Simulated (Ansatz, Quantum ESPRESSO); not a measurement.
# Rh: work function by face, part 5 of 6

Aim: the work function of the low-index faces of Rh, their order, and how far the functional matters.

Quantum ESPRESSO 7.5; plane-wave DFT, PBE, GBRV ultrasoft pseudopotentials; geometry and cross-check by Ansatz 0.2.0 with PAW datasets.

So far. Step 11 (Potential by pp.x of (100)): On (100) the work function under PBEsol lies +0.13 eV from PBE's. Step 12 (Relaxation with Ansatz of (110)): The relaxation lowers the energy by 11 meV an atom. Held were the atoms numbered 3, 4 and 5; the forces quoted are those on the free ones.

## Step 13: SCF with pw.x of (110), PBE

Level of this step: plane-wave DFT, PBE, GBRV ultrasoft pseudopotentials (Quantum ESPRESSO 7.5).

Input file 110.pbe.in:

```
&control
  prefix = '110.pbe'
  outdir = './out'
  pseudo_dir = './pseudo'
  calculation = 'scf'
  tprnfor = .true.
/
&system
  ibrav = 0
  nat = 7
  ntyp = 1
  ecutwfc = 40
  ecutrho = 200
  occupations = 'smearing'
  smearing = 'mv'
  degauss = 0.02
/
&electrons
  conv_thr = 1e-07
  mixing_beta = 0.4
  electron_maxstep = 120
  mixing_mode = 'local-TF'
/
ATOMIC_SPECIES
  Rh  102.9055  rh_pbe_v1.4.uspp.F.UPF
CELL_PARAMETERS angstrom
  3.80000000000000 0.00000000000000 0.00000000000000
  0.00000000000000 2.68700576850000 0.00000000000000
  0.00000000000000 0.00000000000000 24.06101730550000
ATOMIC_POSITIONS crystal
  Rh  0.000000000000 0.000000000000 0.334691004541
  Rh  0.500000000000 0.500000000000 0.385542392721
  Rh  0.000000000000 0.000000000000 0.444162673300
  Rh  0.500000000000 0.500000000000 0.500000000000
  Rh  0.000000000000 0.000000000000 0.555837326700
  Rh  0.500000000000 0.500000000000 0.614457604992
  Rh  0.000000000000 0.000000000000 0.665308993616
K_POINTS automatic
  8 12 1 0 0 0
```

Started as:

```sh
$ OMP_NUM_THREADS=1 mpirun -n 4 pw.x -nk 4 -in 110.pbe.in > 110.pbe.out
```

Log:

```text
[banner, memory and clock lines left out]
Program PWSCF v.7.5 starts

          URL

     Message from routine setup:
     using ibrav=0 with symmetry is DISCOURAGED, use correct ibrav instead

     G-vector sticks info

     bravais-lattice index     =            0
     lattice parameter (alat)  =       7.1810  a.u.
     unit-cell volume          =    1657.9170 (a.u.)^3
     number of atoms/cell      =            7
     number of atomic types    =            1
     number of electrons       =       105.00
     number of Kohn-Sham states=           64
     kinetic-energy cutoff     =      40.0000  Ry
     charge density cutoff     =     200.0000  Ry
     scf convergence threshold =      1.0E-07
     mixing beta               =       0.4000
     number of iterations used =            8  local-TF  mixing
     Exchange-correlation=  SLA  PW   PBX  PBC
                           (   1   4   3   4   0   0   0)

     celldm(1)=   7.180959  celldm(2)=   0.000000  celldm(3)=   0.000000
     celldm(4)=   0.000000  celldm(5)=   0.000000  celldm(6)=   0.000000

     crystal axes: (cart. coord. in units of alat)
               a(1) = (   1.000000   0.000000   0.000000 )
               a(2) = (   0.000000   0.707107   0.000000 )
               a(3) = (   0.000000   0.000000   6.331847 )

     reciprocal axes: (cart. coord. in units 2 pi/alat)
               b(1) = (  1.000000  0.000000  0.000000 )
               b(2) = (  0.000000  1.414214  0.000000 )
               b(3) = (  0.000000  0.000000  0.157932 )

     PseudoPot. # 1 for Rh read from file:
     ./pseudo/rh_pbe_v1.4.uspp.F.UPF
     Pseudo is Ultrasoft + core correction, Zval = 15.0
     Generated by new atomic code, or converted to UPF format
     Using radial grid of  969 points,  7 beta functions with:
                l(1) =   0
                l(2) =   0
                l(3) =   1
                l(4) =   1
                l(5) =   2
                l(6) =   2
                l(7) =   2
     Q(r) pseudized with  8 coefficients,  rinner =    1.200   1.200   1.200
                                                       1.200   1.200

     atomic species   valence    mass     pseudopotential
     Rh               15.00   102.90550     Rh( 1.00)

      8 Sym. Ops., with inversion, found

   Cartesian axes

     site n.     atom                  positions (alat units)
         1        Rh     tau(   1) = (   0.0000000   0.0000000   2.1192121  )
         2        Rh     tau(   2) = (   0.5000000   0.3535534   2.4411953  )
         3        Rh     tau(   3) = (   0.0000000   0.0000000   2.8123699  )
         4        Rh     tau(   4) = (   0.5000000   0.3535534   3.1659233  )
         5        Rh     tau(   5) = (   0.0000000   0.0000000   3.5194767  )
         6        Rh     tau(   6) = (   0.5000000   0.3535534   3.8906513  )
         7        Rh     tau(   7) = (   0.0000000   0.0000000   4.2126345  )

     number of k points=    35  Marzari-Vanderbilt smearing, width (Ry)=  0.0200
                       cart. coord. in units 2pi/alat
        k(    1) = (   0.0000000   0.0000000   0.0000000), wk =   0.0208333
        k(    2) = (   0.0000000   0.1178511   0.0000000), wk =   0.0416667
        k(    3) = (   0.0000000   0.2357023   0.0000000), wk =   0.0416667
        k(    4) = (   0.0000000   0.3535534   0.0000000), wk =   0.0416667
        k(    5) = (   0.0000000   0.4714045   0.0000000), wk =   0.0416667
        k(    6) = (   0.0000000   0.5892557   0.0000000), wk =   0.0416667
        k(    7) = (   0.0000000  -0.7071068   0.0000000), wk =   0.0208333
        k(    8) = (   0.1250000   0.0000000   0.0000000), wk =   0.0416667
        k(    9) = (   0.1250000   0.1178511   0.0000000), wk =   0.0833333
        k(   10) = (   0.1250000   0.2357023   0.0000000), wk =   0.0833333
        k(   11) = (   0.1250000   0.3535534   0.0000000), wk =   0.0833333
        k(   12) = (   0.1250000   0.4714045   0.0000000), wk =   0.0833333
        k(   13) = (   0.1250000   0.5892557   0.0000000), wk =   0.0833333
        k(   14) = (   0.1250000  -0.7071068   0.0000000), wk =   0.0416667
        k(   15) = (   0.2500000   0.0000000   0.0000000), wk =   0.0416667
        k(   16) = (   0.2500000   0.1178511   0.0000000), wk =   0.0833333
        k(   17) = (   0.2500000   0.2357023   0.0000000), wk =   0.0833333
        k(   18) = (   0.2500000   0.3535534   0.0000000), wk =   0.0833333
        k(   19) = (   0.2500000   0.4714045   0.0000000), wk =   0.0833333
        k(   20) = (   0.2500000   0.5892557   0.0000000), wk =   0.0833333
        k(   21) = (   0.2500000  -0.7071068   0.0000000), wk =   0.0416667
        k(   22) = (   0.3750000   0.0000000   0.0000000), wk =   0.0416667
        k(   23) = (   0.3750000   0.1178511   0.0000000), wk =   0.0833333
        k(   24) = (   0.3750000   0.2357023   0.0000000), wk =   0.0833333
        k(   25) = (   0.3750000   0.3535534   0.0000000), wk =   0.0833333
        k(   26) = (   0.3750000   0.4714045   0.0000000), wk =   0.0833333
        k(   27) = (   0.3750000   0.5892557   0.0000000), wk =   0.0833333
        k(   28) = (   0.3750000  -0.7071068   0.0000000), wk =   0.0416667
        k(   29) = (  -0.5000000   0.0000000   0.0000000), wk =   0.0208333
        k(   30) = (  -0.5000000   0.1178511   0.0000000), wk =   0.0416667
        k(   31) = (  -0.5000000   0.2357023   0.0000000), wk =   0.0416667
        k(   32) = (  -0.5000000   0.3535534   0.0000000), wk =   0.0416667
        k(   33) = (  -0.5000000   0.4714045   0.0000000), wk =   0.0416667
        k(   34) = (  -0.5000000   0.5892557   0.0000000), wk =   0.0416667
        k(   35) = (  -0.5000000  -0.7071068   0.0000000), wk =   0.0208333

     Dense  grid:    79211 G-vectors     FFT dimensions: (  36,  24, 216)

     Smooth grid:    56639 G-vectors     FFT dimensions: (  30,  24, 192)

     Initial potential from superposition of free atoms

     starting charge     101.4993, renormalised to     105.0000

     negative rho (up, down):  4.041E-01 0.000E+00
     Starting wfcs are   84 randomized atomic wfcs

     per-process dynamical memory:   127.2 Mb

     Self-consistent Calculation

     iteration #  1     ecut=    40.00 Ry     beta= 0.40
     Davidson diagonalization with overlap
     ethr =  1.00E-02,  avg # of iterations =  4.2

     negative rho (up, down):  4.159E-01 0.000E+00

     total energy              =   -1198.35245349 Ry
     estimated scf accuracy    <       4.82699966 Ry

     iteration #  2     ecut=    40.00 Ry     beta= 0.40
     Davidson diagonalization with overlap
     ethr =  4.60E-03,  avg # of iterations =  1.1

[...]
k = 0.3750 0.4714 0.0000 (  7116 PWs)   bands (ev):

   -41.4523 -41.3971 -41.3866 -41.3795 -41.3618 -41.2781 -41.2586 -41.1628
   -41.1391 -41.0746 -41.0601 -40.9914 -40.9730 -40.9430 -40.9299 -40.7466
   -40.7457 -40.5369 -40.5363 -40.4549 -40.4507   0.0011   0.4206   0.6395
     0.7362   0.9076   1.1223   1.1944   1.4663   1.6223   1.8201   1.9900
     2.1440   2.1687   2.2180   2.5565   2.6520   2.7920   2.8968   2.9457
     3.0335   3.2822   3.5496   3.8979   4.2209   4.2714   4.4706   4.5122
     4.7700   5.0488   5.0703   5.1568   5.3482   5.5412   5.7507   5.8073
     5.9019   7.3216   8.6855   9.0719   9.9029  10.7137  11.4231  12.1687

          k = 0.3750 0.5893 0.0000 (  7091 PWs)   bands (ev):

   -41.5019 -41.4666 -41.4395 -41.4043 -41.4024 -41.2865 -41.2302 -41.2021
   -41.1267 -41.0980 -41.0390 -41.0294 -40.9713 -40.9539 -40.9365 -40.7906
   -40.7887 -40.5380 -40.5378 -40.4537 -40.4490  -0.1207   0.1273   0.4992
     0.5050   0.6866   0.8602   0.8898   1.3462   1.5861   1.6355   1.7929
     2.1766   2.1943   2.4735   2.6213   2.6867   2.8084   2.9887   3.0765
     3.3068   3.4935   3.6123   3.9434   4.5369   4.6712   4.7840   4.8262
     5.2101   5.2108   5.8149   5.8464   5.8881   5.9364   5.9767   6.1626
     6.3789   8.2457   8.8549  10.1151  10.3863  11.7920  12.2772  13.3947

          k = 0.3750-0.7071 0.0000 (  7078 PWs)   bands (ev):

   -41.5178 -41.4985 -41.4637 -41.4227 -41.4183 -41.2564 -41.2379 -41.2193
   -41.1063 -41.1030 -41.0590 -41.0207 -40.9842 -40.9578 -40.9343 -40.8055
   -40.8026 -40.5388 -40.5385 -40.4533 -40.4484  -0.1540   0.0005   0.4059
     0.4464   0.6045   0.7321   0.7902   1.2894   1.5578   1.5957   1.6308
     2.1378   2.2299   2.5903   2.6143   2.6516   2.9413   3.0791   3.1027
     3.4000   3.4818   3.7685   3.9270   4.6552   4.6811   4.7899   4.8673
     5.2671   5.6395   5.7247   6.0677   6.1314   6.1586   6.1975   6.3601
     7.7562   7.9662   9.4426   9.7476  11.4854  11.8254  12.9262  13.3449

          k =-0.5000 0.0000 0.0000 (  7006 PWs)   bands (ev):

   -41.5260 -41.4207 -41.3763 -41.2653 -41.2368 -41.0287 -41.0271 -41.0114
   -40.9951 -40.9930 -40.9579 -40.9540 -40.9527 -40.9357 -40.9087 -40.5481
   -40.5474 -40.5155 -40.5154 -40.4592 -40.4568  -0.4034  -0.2790   0.0075
     0.0163   0.1860   0.7597   0.9330   1.1587   1.2978   2.1352   2.2608
     2.2947   2.4813   2.5644   2.6486   2.7301   2.8394   2.8494   3.0571
     3.2737   3.3076   3.7023   3.9450   4.0512   4.2105   4.2680   4.3981
     4.7503   5.3594   5.4191   5.4300   5.6896   5.7076   5.8855   5.8931
     5.9006   6.0066   6.1076   6.2234   6.3140   6.5658   6.7285   8.5328

          k =-0.5000 0.1179 0.0000 (  7094 PWs)   bands (ev):

   -41.5154 -41.4103 -41.3714 -41.2665 -41.2470 -41.0606 -41.0529 -41.0367
   -40.9975 -40.9958 -40.9943 -40.9556 -40.9523 -40.9353 -40.9079 -40.5455
   -40.5447 -40.5397 -40.5396 -40.4577 -40.4553  -0.2431  -0.1141   0.1883
     0.1986   0.3935   0.8730   1.1498   1.2506   1.2755   2.0843   2.2850
     2.3317   2.3846   2.5057   2.6038   2.6603   2.7169   2.7869   2.8546
     3.3526   3.3549   3.4827   3.9019   3.9137   4.1598   4.2699   4.3490
     4.7515   4.8327   5.1796   5.3167   5.3290   5.3331   5.4294   5.7460
     5.7484   5.8490   6.3783   6.5362   7.1886   7.3936   7.8340   8.8261

          k =-0.5000 0.2357 0.0000 (  7080 PWs)   bands (ev):

   -41.4853 -41.3814 -41.3600 -41.2856 -41.2833 -41.1327 -41.1270 -41.0687
   -41.0517 -41.0485 -40.9980 -40.9875 -40.9363 -40.9317 -40.9162 -40.6010
   -40.6008 -40.5401 -40.5391 -40.4559 -40.4533   0.1878   0.3289   0.4718
     0.7113   0.7756   1.1020   1.3701   1.7232   1.7413   1.8221   1.9578
     2.0716   2.3184   2.3306   2.3488   2.6295   2.6721   2.7340   3.1026
     3.2025   3.3169   3.3760   3.5671   3.6050   3.9378   4.1111   4.1323
     4.2792   4.3017   4.4836   5.0475   5.1222   5.2294   5.4297   5.8132
     5.9991   6.0851   7.0406   7.2988   8.1187   8.4480   9.2321   9.5254

          k =-0.5000 0.3536 0.0000 (  7076 PWs)   bands (ev):

   -41.4398 -41.3547 -41.3523 -41.3503 -41.3493 -41.2233 -41.2021 -41.1268
   -41.1008 -41.0846 -41.0356 -40.9708 -40.9377 -40.9368 -40.9303 -40.6777
   -40.6770 -40.5355 -40.5345 -40.4553 -40.4521   0.3485   0.5858   0.7513
     0.8892   1.2742   1.3974   1.4613   1.7236   1.7365   1.8686   2.0783
     2.1633   2.2028   2.2991   2.4422   2.4723   2.5802   2.7519   2.8701
     3.2322   3.2603   3.5096   3.5890   3.6789   3.7356   3.7408   3.8120
     4.1143   4.4821   4.6329   5.0344   5.1721   5.2094   5.4026   5.7762
     6.4977   6.6659   7.6781   8.0445   8.9435   9.4843  10.3962  10.6560

          k =-0.5000 0.4714 0.0000 (  7102 PWs)   bands (ev):

   -41.4407 -41.4300 -41.3853 -41.3814 -41.3746 -41.2919 -41.2334 -41.1689
   -41.1530 -41.0706 -41.0652 -40.9823 -40.9448 -40.9441 -40.9361 -40.7451
   -40.7439 -40.5330 -40.5324 -40.4556 -40.4514   0.0617   0.2429   0.8769
     1.0975   1.1272   1.2578   1.3838   1.5538   1.8111   1.8160   2.0278
     2.0333   2.1410   2.2886   2.5252   2.5631   2.6817   2.7423   2.8673
     3.1463   3.2658   3.5000   3.7057   4.2075   4.2524   4.3321   4.4239
     4.5180   4.9231   5.0351   5.2520   5.3048   5.4007   5.5072   5.8503
     6.9716   7.1604   8.3448   8.7622   9.8300  10.5161  11.3683  12.0704

          k =-0.5000 0.5893 0.0000 (  7090 PWs)   bands (ev):

   -41.5090 -41.4924 -41.4439 -41.4108 -41.3603 -41.3299 -41.2064 -41.1816
   -41.1812 -41.0974 -41.0299 -41.0272 -40.9528 -40.9528 -40.9308 -40.7867
   -40.7865 -40.5321 -40.5319 -40.4561 -40.4511  -0.1679  -0.0117   0.6073
     0.8256   0.8718   1.0801   1.4286   1.4912   1.5329   1.9310   2.0113
     2.0733   2.0749   2.2253   2.2558   2.6071   2.6583   2.8323   2.8907
     3.2842   3.4503   3.7738   3.8421   4.3989   4.5047   4.5291   4.9671
     5.3412   5.5585   5.6356   5.7331   5.7481   5.8092   5.9332   6.1618
     7.2735   7.4493   9.1143   9.4573  10.9790  11.6140  12.5354  13.4810

          k =-0.5000-0.7071 0.0000 (  7056 PWs)   bands (ev):

   -41.5342 -41.5158 -41.4686 -41.4277 -41.3854 -41.2927 -41.2429 -41.1843
   -41.1446 -41.1064 -41.0593 -41.0058 -40.9692 -40.9567 -40.9254 -40.8007
   -40.7998 -40.5319 -40.5319 -40.4564 -40.4510  -0.2527  -0.1034   0.5091
     0.7287   0.7783   0.9721   1.2965   1.4449   1.5274   1.7744   2.0597
     2.0626   2.1688   2.1694   2.2727   2.5695   2.6456   2.9153   2.9848
     3.3985   3.4418   3.7398   4.0064   4.3813   4.4912   4.5534   5.1026
     5.3887   5.9849   6.0324   6.0648   6.0729   6.1336   6.2027   6.3606
     7.3432   7.5094   9.6080   9.8451  12.0223  12.4166  13.5900  13.6186

     the Fermi energy is     5.5098 ev

!    total energy              =   -1198.17634552 Ry
     estimated scf accuracy    <       0.00000001 Ry
     smearing contrib. (-TS)   =      -0.00072422 Ry
     internal energy E=F+TS    =   -1198.17562130 Ry

     The total energy is F=E-TS. E is the sum of the following terms:
     one-electron contribution =  -10902.09745673 Ry
     hartree contribution      =    5486.01491930 Ry
     xc contribution           =    -209.40974700 Ry
     ewald contribution        =    4427.31666313 Ry

     convergence has been achieved in  15 iterations

     negative rho (up, down):  4.142E-01 0.000E+00

     Forces acting on atoms (cartesian axes, Ry/au):

     atom    1 type  1   force =     0.00000000    0.00000000   -0.00053794
     atom    2 type  1   force =     0.00000000    0.00000000    0.00052491
     atom    3 type  1   force =     0.00000000    0.00000000    0.00210928
     atom    4 type  1   force =     0.00000000    0.00000000    0.00000000
     atom    5 type  1   force =     0.00000000    0.00000000   -0.00210928
     atom    6 type  1   force =     0.00000000    0.00000000   -0.00052491
     atom    7 type  1   force =     0.00000000    0.00000000    0.00053794

     Total force =     0.003167     Total SCF correction =     0.000229

     XML data file, charge density, pseudopotentials, collected wavefunctions

                                        0.00s GPU  (     735 calls)
```

Run time: 2.4 min. Hardware: 4 MPI ranks of Arm Neoverse V1, shared host; peak memory 0.79 GiB.

Read from the output:

- free energy: -16302.0197 eV
- Fermi energy: 5.510 eV

## Step 14: Electrostatic potential of (110)

Input file 110.pbe.pot.in:

```
&inputpp
  prefix = '110.pbe'
  outdir = './out'
  filplot = '110.pbe.pot.dat'
  plot_num = 11
/
```

Started as:

```sh
$ OMP_NUM_THREADS=1 mpirun -n 4 pp.x -in 110.pbe.pot.in > 110.pbe.pot.out
```

Log:

```text
[banner, memory and clock lines left out]
Program POST-PROC v.7.5 starts

          URL

     ./out/110.pbe.save/

     IMPORTANT: XC functional enforced from input :
     Exchange-correlation= PBE
                           (   1   4   3   4   0   0   0)
     Any further DFT definition will be discarded
     Please, verify this is what you really want

     negative rho (up, down):  4.142E-01 0.000E+00

     Calling punch_plot, plot_num =  11
     Writing data to file  110.pbe.pot.dat
     Message from routine chdens:
     namelist plot not found or invalid, exiting
```

The job ended after 0.95 s (4 MPI ranks; peak memory 0.13 GiB; 3.5 s of CPU time).

This step gave:

```
work function of the upper face                                       : 4.721 eV
slope of the potential above                                          : 2.07e-4 eV/Å
upper vacuum line continued to the top atoms, over the Fermi level    : 4.719 eV
work function of the lower face                                       : 4.721 eV
slope of the potential below                                          : -1.62e-4 eV/Å
lower vacuum line continued to the bottom atoms, over the Fermi level : 4.720 eV
```

The potential energy, planar mean oscillates, so the rows of the table below give means over windows of 1.34 Å about each position, cut where the curve ends. Its maxima inside the range that stand out by 2 % of the span (Å: eV): 8.6: -10.4, 10.0: -7.84, 11.4: -8.87, 12.7: -8.87, 14.0: -7.84, 15.5: -10.4. Its minima: 8.1: -10.9, 9.2: -11.4, 10.7: -11.1, 12.0: -11.2, 13.4: -11.1, 14.8: -11.4, 15.9: -10.9.

Electrostatic potential energy of an electron; zero at the Fermi level. Potential energy, planar mean against z; means over each step:

z (Å), potential energy, planar mean (eV) and a bar from the least value:
```
     0.67        4.7 ##############################
     2.01        4.7 ##############################
     3.35        4.7 ##############################
     4.69        4.7 ##############################
     6.03        4.4 #############################
     7.37       -2.7 ################
     8.71      -10.8 
    10.05       -9.3 ###
    11.39       -9.9 ##
    12.73       -9.9 ##
    14.07       -9.3 ###
    15.41      -10.8 
    16.75       -2.1 #################
    18.09        4.5 #############################
    19.43        4.7 ##############################
    20.77        4.7 ##############################
    22.11        4.7 ##############################
    23.45        4.7 ##############################
```

(Part 5 of 6 ends here.)

[Logs are printed without paths, hosts, clocks, repeated set-up lines and the standing remarks that a program may print on its own settings, such as how far it seeks lower states.]

[Hosts, paths, dates, database ids (printed as entryN), source tags and the programs' standing remarks are cut or masked in the printed files.]

[Maps of the electrostatic potential energy from Ansatz leave out the sawtooth potential of an applied field or a dipole correction, so their vacuum need not be flat; planar profiles and work functions include it.]
